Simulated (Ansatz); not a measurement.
**CaC2 (I4/mmm): relaxing the cell for a phonon run**

Wanted: the relaxed cell of CaC2 (I4/mmm).

Main program and level: Ansatz 0.2.0; DFT PBEsol, scalar-relativistic, plane waves, PseudoDojo norm-conserving pseudopotentials.

## Step 1: Set-up

The structure is tetragonal, space group I4/mmm (No. 139). Conventional cell: a = 3.869 Å, b = 3.869 Å, c = 6.404 Å, α = 90.00°, β = 90.00°, γ = 90.00°. Nearest to Ca lie 10 C at 2.58 to 2.81 Å. Nearest to C lie 1 C at 1.25 Å and 5 Ca at 2.58 to 2.81 Å. Farther neighbours are not listed.

## Step 2: Probe on a coarse mesh

A quick single point on a coarse mesh tells whether the cell has a gap and how far it is from rest, which sets the k mesh and smearing that follow.

Contents of input.yaml:

```yaml
crystal:
  lattice:
    - [-1.9342985994, 1.9342985994, 3.2021112425]
    - [1.9342985994, -1.9342985994, 3.2021112425]
    - [1.9342985994, 1.9342985994, -3.2021112425]
  atoms:
    - { symbol: Ca, position: [0.0, 0.0, 0.0] }
    - { symbol: C, position: [0.59789272, 0.59789272, 0.0] }
    - { symbol: C, position: [0.40210728, 0.40210728, 0.0] }
kpoints:
  mp_grid: { grid: [6, 6, 6] }
hamiltonian:
  xc: pbesol
  pseudopotentials: { kind: nc, accuracy: standard }
scf:
  occupations: { method: gaussian, width: 0.1 }
output:
  forces: true
  stress: true
  eigenvalues: true
```

Run with:

```sh
ansatz run input.yaml --threads 4 --pin off --max-ram 7168MiB --backend cpu --events-out ev --progress --plain --runs-dir out
```

Numbers of over 12 decimals in the logs are rounded to 6 here.

Output:

```text
Engine: ansatz 0.2.0, aarch64-unknown-linux-gnu
Pseudopotentials: kind: nc
Pseudopotential: Ca, nc, valence charge 10, recommended cutoff 925.187132 eV (normal), Ca.nc.azcp (PseudoDojo's, or run here from an input of PseudoDojo's; its table is named by hamiltonian.pseudopotentials.accuracy)
[...]
P = ⅓ Tr σ = -1.1513 GPa (-11.513 kbar)
--- Band table (eV; the first three rows and the last of 30) ---
  k-point 0: bands = [... 5 lower, 2.2121, 2.7110, 3.9321, 3.9321, 8.0974, 8.0974, 9.2363, 10.0802]
  k-point 1: bands = [... 5 lower, 2.0447, 2.4144, 3.6353, 3.7044, 7.4576, 9.1606, 10.0744, 10.6018]
  k-point 2: bands = [... 5 lower, 1.9237, 2.0259, 3.4118, 3.7611, 6.5123, 11.1702, 11.2579, 11.5755]
  k-point 29: bands = [... 5 lower, 0.4050, 3.3018, 3.3018, 4.9281, 8.1003, 10.7773, 11.2192, 11.6151]
[key lines of the parts left out:]
SCF converged after 7 iterations
Free energy (F): -1378.097380 eV
Fermi energy:    5.527979 eV
```

Elapsed: 1 s, on 4 threads of Arm Neoverse V2, shared host; peak memory 0.41 GiB; 3.6 s of CPU time.

Numbers from this step:

| Quantity | Value |
| --- | --- |
| pressure | -1.151 GPa |
| gap on the k-mesh | 1.205 eV |
| volume per atom | 15.97 Å³ |
| direct gap on mesh | 2.264 eV |

The coarse mesh shows a gap of 1.21 eV and a pressure of -1.2 GPa.

## Step 3: Rough relaxation

A rough relaxation comes first, because large forces or stress need no tight tolerances yet.

input.yaml: that of step 2 with these lines changed.

```diff
@@ -10,3 +10,3 @@
 kpoints:
-  mp_grid: { grid: [6, 6, 6] }
+  mp_grid: { grid: [8, 8, 8] }
 hamiltonian:
@@ -20 +20,6 @@
   eigenvalues: true
+relax:
+  adjacent_minimum: "off"
+  f_tol: 0.05
+  max_steps: 80
+  cell: { stress_tol: 0.5 }
```

Output:

```text
[...]
Crystal: 3 atoms, lattice volume = 47.923 Å³
Basis set: ecut = 1115.666836 eV, 4081 PW (Γ), exchange–correlation on 96×96×96 points (8 copies of the dense FFT grid, shifted against one another)
Bands: 13, of which v1, the nominal top of the filled ones, is band 9 counted from 1 (8 counted from 0)
Symmetry: 16 space group operations
[...]
k-points: 59 of 512
[...]
F+E_penalty+E_count = -1378.11191350 eV   max|allowed force component| = 1.179e-2 eV/Å   (the final SCF, on the basis selected at the relaxed cell)
  cell:  # Å, volume = 46.2804 Å³
    - [-1.910751, 1.910751, 3.169046]
    - [1.910751, -1.910751, 3.169046]
    - [1.910751, 1.910751, -3.169046]
  atoms:
    - { symbol: Ca, position: [-1.8622438438505543e-19, -1.8622438438505579e-19, 0] }
    - { symbol: C, position: [0.599527, 0.599527, 0] }
    - { symbol: C, position: [0.400473, 0.400473, 0] }
[key lines of the parts left out:]
SCF converged after 4 iterations
Free energy (F): -1378.111914 eV
Fermi energy:    5.787554 eV
P = ⅓ Tr σ = -0.0048 GPa (-0.048 kbar)
```

Run time: 9.4 s. Hardware: 4 threads; peak memory 0.49 GiB; 36 s of CPU time.

Step by step:

```
step  energy less that of the first step (eV)  largest force component (eV/Å)  pressure (GPa)  volume (Å³)
   1                                   0.0000                          0.7562           -1.15        47.92
   2                                  -0.0071                          0.0417            1.99        44.96
   3                                  -0.0149                          0.0656            0.03        46.32
   4                                  -0.0150                          0.0123            0.02        46.28
  5*                                  -0.0145                          0.0118            0.00        46.28
```

Relaxation steps marked * repeat the geometry before them on a plane-wave basis chosen anew for their cell, so energy and pressure can jump there.

Forces are held to the 16 operations that the run works with; a distortion that breaks them can't arise in this run.

```
conventional cell, symmetrised  before  after  change
                         a (Å)   3.869  3.822  -1.2 %
                         b (Å)   3.869  3.822  -1.2 %
                         c (Å)   6.404  6.338  -1.0 %
              volume (Å³/atom)   15.97  15.43  -3.4 %
```

The atoms that moved most (Å, as changes of fractional coordinates times the final cell):

```
atom     dx     dy      dz  length
  C2  0.000  0.000   0.010   0.010
  C3  0.000  0.000  -0.010   0.010
```

The relaxed structure:

```xyz
3
Lattice="-1.9108 1.9108 3.1690 1.9108 -1.9108 3.1690 1.9108 1.9108 -3.1690" Properties=species:S:1:pos:R:3 pbc="T T T"
Ca    0.0000    0.0000    0.0000
C     0.0000    0.0000    3.7999
C     0.0000    0.0000    2.5382
```

Numbers from this step:

| Item | Value |
| --- | --- |
| pressure | -0.004787 GPa |
| gap on the k-mesh | 1.045 eV |
| volume per atom | 15.43 Å³ |
| direct gap on mesh | 2.156 eV |

In this step the volume went from 15.97 to 15.43 Å³/atom.

## Step 4: Bringing the structure to rest

Harmonic phonons are second derivatives at a point where the forces vanish, and they are wanted at zero stress, so atoms and cell are relaxed first.

Contents of input.yaml:

```yaml
crystal:
  lattice:
    - [-1.9107512922, 1.9107512922, 3.1690463743]
    - [1.9107512922, -1.9107512922, 3.1690463743]
    - [1.9107512922, 1.9107512922, -3.1690463743]
  atoms:
    - { symbol: Ca, position: [0.0, 0.0, 0.0] }
    - { symbol: C, position: [0.5995265312, 0.5995265312, 0.0] }
    - { symbol: C, position: [0.4004734688, 0.4004734688, 0.0] }
kpoints:
  mp_grid: { grid: [10, 10, 10] }
hamiltonian:
  xc: pbesol
  pseudopotentials: { kind: nc, accuracy: standard }
scf:
  occupations: { method: gaussian, width: 0.02 }
output:
  forces: true
  stress: true
  eigenvalues: true
relax:
  adjacent_minimum: "off"
  f_tol: 0.005
  max_steps: 80
  cell: { stress_tol: 0.05 }
```

Output:

```text
[...]
Crystal: 3 atoms, lattice volume = 46.280 Å³
Basis set: ecut = 1115.666836 eV, 3921 PW (Γ), exchange–correlation on 96×96×96 points (8 copies of the dense FFT grid, shifted against one another)
Bands: 13, of which v1, the nominal top of the filled ones, is band 9 counted from 1 (8 counted from 0)
[... 1 set-up line as in the run before ...]
[...]
k-points: 102 of 1000
[...]
SCF iter   1: F=—  HF=-1379.232737 eV  |F-HF|=—  |Δ(HF+E_count)|=         —  Δρ=8.70e-2  dr2=2.89e0  ethr=3.10e-3  ⟨swp⟩=7.8  Hψ=11200  notcnv=0
[...]
SCF iter   7: F=-1378.111914 eV  HF=-1378.111914 eV  |F-HF|=2.39e-9  |Δ(HF+E_count)|=   2.55e-7  Δρ=4.64e-6  dr2=6.89e-9  ethr=5.56e-10  ⟨swp⟩=9.3  Hψ=8636  notcnv=0
SCF 1 converged in 7 iterations: F = -1378.111914 eV  dr2 = 6.89e-9
relax step   1: F+E_penalty+E_count = -1378.11191390 eV  Δ(F+E_penalty+E_count) = +0.000e0 eV  max|allowed force component| = 1.156e-2 eV/Å  Δτ_max = 0.0000 Å  P = -0.005 GPa  Ω = 46.280 Å³  (7 SCF iters, dr2 threshold 1.00e-7 eV, accepted)
Crystal: 3 atoms, lattice volume = 46.252 Å³
[...]
SCF iter   3: F=-1378.111925 eV  HF=-1378.111925 eV  |F-HF|=6.89e-10  |Δ(HF+E_count)|=  5.22e-10  Δρ=3.25e-6  dr2=3.12e-9  ethr=4.64e-11  ⟨swp⟩=5.1  Hψ=6371  notcnv=0
SCF 2 converged in 3 iterations: F = -1378.111925 eV  dr2 = 3.12e-9
relax step   2: F+E_penalty+E_count = -1378.11192537 eV  Δ(F+E_penalty+E_count) = -1.148e-5 eV  max|allowed force component| = 3.379e-4 eV/Å  Δτ_max = 0.0001 Å  P = +0.016 GPa  Ω = 46.252 Å³  energy of the carried Pulay correction = +1.005e-5 eV  (3 SCF iters, dr2 threshold 8.35e-9 eV, accepted)
[...]
SCF iter   5: F=-1378.111917 eV  HF=-1378.111917 eV  |F-HF|=1.82e-12  |Δ(HF+E_count)|=  1.67e-10  Δρ=7.18e-8  dr2=2.98e-12  ethr=1.00e-12  ⟨swp⟩=7.7  Hψ=9223  notcnv=0
SCF 3 converged in 5 iterations: F = -1378.111917 eV  dr2 = 2.98e-12
relax step   3: F+E_penalty+E_count = -1378.11191681 eV  Δ(F+E_penalty+E_count) = +8.560e-6 eV  max|allowed force component| = 4.678e-4 eV/Å  Δτ_max = 0.0000 Å  P = +0.016 GPa  Ω = 46.252 Å³  stress off target by 3.08e-2 GPa  SCF on the basis re-selected at this cell (its energy is not comparable with the rows above)  (5 SCF iters)
[...]
SCF converged after 5 iterations
Free energy (F): -1378.111917 eV
[...]
Internal energy: -1378.111917 eV  (E = F + TS)
E sigma→0 (E₀):  -1378.111917 eV
Fermi energy:    5.794767 eV
[...]
--- Forces (eV/Å), atoms counted from 1 ---
  atom   1  Ca     0.00000000     0.00000000    -0.00000000
  atom   2  C      0.00000000    -0.00000000     0.00046783
  atom   3  C      0.00000000     0.00000000    -0.00046783
  max |Σ_I F_I| component: 2.78e-17 eV/Å
--- Stress (GPa, compression-positive) ---
        0.008705       0.000000       0.000000
        0.000000       0.008705       0.000000
        0.000000       0.000000       0.030766
  P = ⅓ Tr σ = 0.0161 GPa (0.161 kbar)
--- Band table (eV; the first three rows and the last of 102) ---
  k-point 0: bands = [... 5 lower, 2.4654, 3.0407, 4.3075, 4.3075, 8.3398, 8.3398, 9.6047, 10.5558]
  k-point 1: bands = [... 5 lower, 2.4145, 2.9059, 4.1029, 4.2059, 8.0657, 8.7657, 9.9509, 10.8428]
  k-point 2: bands = [... 5 lower, 2.2435, 2.6266, 3.9213, 3.9953, 7.4636, 9.8743, 10.8147, 11.2015]
  k-point 101: bands = [... 5 lower, 0.6281, 3.6385, 3.6385, 5.2674, 8.4167, 11.3415, 11.6981, 12.0345]
--- Relaxed structure (2 steps of the walk, 2 accepted, 1 SCFs on fresh bases) ---
[...]
cell:  # Å, volume = 46.2524 Å³
    - [-1.910271, 1.910271, 3.168722]
    - [1.910271, -1.910271, 3.168722]
    - [1.910271, 1.910271, -3.168722]
  atoms:
    - { symbol: Ca, position: [0, 0, 0] }
    - { symbol: C, position: [0.599547, 0.599547, 0] }
    - { symbol: C, position: [0.400453, 0.400453, 0] }
```

It took 10 s on 4 threads; peak memory 0.56 GiB.

Little changed from the start: no atom moved by 0.005 Å and no cell edge by 0.1 %.

Numbers from this step:

* pressure: 0.01606 GPa
* gap on the k-mesh: 1.034 eV
* volume per atom: 15.42 Å³
* direct gap on mesh: 2.154 eV

In this step the volume went from 15.43 to 15.42 Å³/atom.

## Step 5: Tight relaxation

Phonons need a cell at rest on their own settings, so the relaxation is repeated with tight tolerances on forces and stress on the k mesh and occupations of the first response run.

input.yaml, the sections that differ from step 4:

```yaml
crystal:
  lattice:
    - [-1.9102706151, 1.9102706151, 3.1687218206]
    - [1.9102706151, -1.9102706151, 3.1687218206]
    - [1.9102706151, 1.9102706151, -3.1687218206]
  atoms:
    - { symbol: Ca, position: [0.0, 0.0, 0.0] }
    - { symbol: C, position: [0.5995465245, 0.5995465245, 0.0] }
    - { symbol: C, position: [0.4004534755, 0.4004534755, 0.0] }
kpoints:
  mp_grid: { grid: [12, 12, 12] }
scf:
  occupations: { method: fixed }
relax:
  adjacent_minimum: "off"
  f_tol: 0.001
  max_steps: 60
  cell: { stress_tol: 0.01 }
# hamiltonian, output: as in step 4
```

Output:

```text
[...]
Crystal: 3 atoms, lattice volume = 46.252 Å³
Basis set: ecut = 1115.666836 eV, 3921 PW (Γ), exchange–correlation on 96×96×96 points (8 copies of the dense FFT grid, shifted against one another)
Bands: 13, of which v1, the nominal top of the filled ones, is band 9 counted from 1 (8 counted from 0)
[... 1 set-up line as in the run before ...]
[...]
k-points: 163 of 1728
[...]
--- Relaxed structure (3 steps of the walk, 3 accepted, 1 SCFs on fresh bases) ---
[...]
cell:  # Å, volume = 46.2621 Å³
    - [-1.910367, 1.910367, 3.169068]
    - [1.910367, -1.910367, 3.169068]
    - [1.910367, 1.910367, -3.169068]
  atoms:
    - { symbol: Ca, position: [0, 0, 0] }
    - { symbol: C, position: [0.599537, 0.599537, 0] }
    - { symbol: C, position: [0.400463, 0.400463, 0] }
[key lines of the parts left out:]
SCF converged after 10 iterations
Free energy (F): -1378.111916 eV
Fermi energy:    5.276229 eV
P = ⅓ Tr σ = 0.0004 GPa (0.004 kbar)
```

Run time: 20 s. Hardware: 4 threads; peak memory 0.66 GiB; 80 s of CPU time.

Little changed from the start: no atom moved by 0.005 Å and no cell edge by 0.1 %.

Numbers from this step:

```yaml
pressure: 3.82e-4 GPa
```

The largest force component left is 0.23 meV/Å and the pressure is 0.000 GPa, within the tolerances set. The cell now holds 15.42 Å³/atom.

## Step 6: What came out

```json
{
 "space group after relaxation (within 0.01 Å)": "I4/mmm",
 "lattice constant a": "3.821 Å",
 "lattice constant b": "3.821 Å",
 "lattice constant c": "6.338 Å",
 "volume per atom": "15.4 Å³",
 "gap on the k-mesh": "1.03 eV"
}
```

The largest force component left is 0.23 meV/Å and the pressure is 0.000 GPa, within the tolerances set. The cell now holds 15.42 Å³/atom. The relaxation keeps the symmetry of its start, so it says nothing on stability against lower symmetry.

[Logs are printed without paths, hosts, clocks, repeated set-up lines and the standing remarks that a program may print on its own settings, such as how far it seeks lower states.]

[Hosts, paths, dates, database ids (printed as entryN), source tags and the programs' standing remarks are cut or masked in the printed files.]
